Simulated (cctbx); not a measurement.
## A disordered crystal of nominal Sc6Ga5

Cell a = 9.1480 Å, b = 9.1480 Å, c = 5.6900 Å, α = 90.00°, β = 90.00°, γ = 120.00°; space group P6_3/mmc (no. 194); nominal formula Sc6Ga5.

Simulated single-crystal data (cctbx): Cu Kα, λ = 1.54184 Å, to d = 0.8 Å, 70 % of the full sphere, strongest reflection 20000 counts, noise from counting, a 1.5 % proportional error and a noise floor of 8 counts (s.d.); no absorption.

With every site full:

```text
Rint 0.034, 188 unique reflections to 0.80 A
cycle     R1     wR2    GooF  max shift (A)
   1  0.0419  0.0819   4.599   0.00048
   2  0.0140  0.0311   1.746   0.00000
final R1 0.0140 wR2 0.0311 GooF 1.746  parameters 16  data/parameter 11.8
atom        x        y        z      Ueq    occ   su(xyz)  su(Uiso or U11)
Ga1    0.33333  0.66667  0.25000   0.0248  1.000  0.00000  0.0004
Ga2    0.20570  0.79430  0.75000   0.0229  1.000  0.00005  0.0003
Ga3    0.00000  0.00000  0.50000   0.0190  1.000  0.00000  0.0004
Sc2    0.50000  0.50000  0.50000   0.0190  1.000  0.00000  0.0004
Sc3    0.16167  0.32334  0.25000   0.0241  1.000  0.00014  0.0004
difference map: max 0.44 min -0.92 rms 0.13
Q1    0.0000  0.0000  0.2500    2    0.47  1.42 A from Ga3
Q2    0.3333  0.6667  0.5204    4    0.47  1.54 A from Ga1
Q3    0.0408  0.5204  0.5595   12    0.43  0.47 A from Sc2
Q4    0.2562  0.5123  0.7500    6    0.43  0.80 A from Ga2
Q5    0.2307  0.6153  0.7500    6    0.36  1.76 A from Ga2
Q6    0.1743  0.5872  0.5365   12    0.33  1.40 A from Sc2
```

With the occupancies of the suspect sites free, each still typed as its main element:

```text
Rint 0.034, 188 unique reflections to 0.80 A
cycle     R1     wR2    GooF  max shift (A)
   1  0.0895  0.1785  10.078   0.00062
   4  0.0085  0.0157   0.887   0.00000
final R1 0.0085 wR2 0.0157 GooF 0.886  parameters 18  data/parameter 10.4
atom        x        y        z      Ueq    occ   su(xyz)  su(Uiso or U11)
Ga1    0.33333  0.66667  0.25000   0.0250  1.000  0.00000  0.0002
Ga2    0.20570  0.79430  0.75000   0.0233  1.000  0.00002  0.0002
Ga3    0.00000  0.00000  0.50000   0.0157  0.944  0.00000  0.0003
Sc2    0.50000  0.50000  0.50000   0.0209  1.027  0.00000  0.0003
Sc3    0.16172  0.32344  0.25000   0.0245  1.000  0.00007  0.0002
su of occupancy Ga3: 0.003
su of occupancy Sc2: 0.003
difference map: max 0.40 min -0.33 rms 0.09
Q1    0.3333  0.6667  0.5228    4    0.42  1.55 A from Ga1
Q2    0.2589  0.5179  0.7500    6    0.37  0.84 A from Ga2
Q3    0.0000  0.0000  0.2500    2    0.36  1.42 A from Ga3
Q4    0.2144  0.6072  0.7500    6    0.35  1.75 A from Ga2
Q5    0.1734  0.5867  0.5372   12    0.33  1.39 A from Sc2
Q6    0.2845  0.5691  0.5916   12    0.29  1.54 A from Ga2
```

**Question.** What is the disorder?

X-rays count electrons. Ga3 refines to 0.944(0.003), or 29.3 electrons; the site truly holds 0.85 Ga and 0.15 Sc, 29.5 electrons, which is 0.952 of Ga; Sc2 refines to 1.027(0.003), or 21.6 electrons; the site truly holds 0.95 Sc and 0.05 Ga, 21.5 electrons, which is 1.024 of Sc. A value under 1 can't tell vacancies from a lighter guest, and one over 1 needs a heavier guest; chemistry or a second radiation must settle which. Occupancy correlates with U and the scale, and the two elements' form factors differ in shape, so the match is approximate.

Freeing them takes R1 from 0.0140 to 0.0085 and GooF from 1.75 to 0.89.

The model was made for the exercise: a known structure type with other elements put in, its volume estimated, not relaxed; displacement parameters are assumed.

[Middle refinement cycles are left out of these outputs.]

[Logs are printed without paths, hosts, clocks, repeated set-up lines and the standing remarks that a program may print on its own settings, such as how far it seeks lower states.]
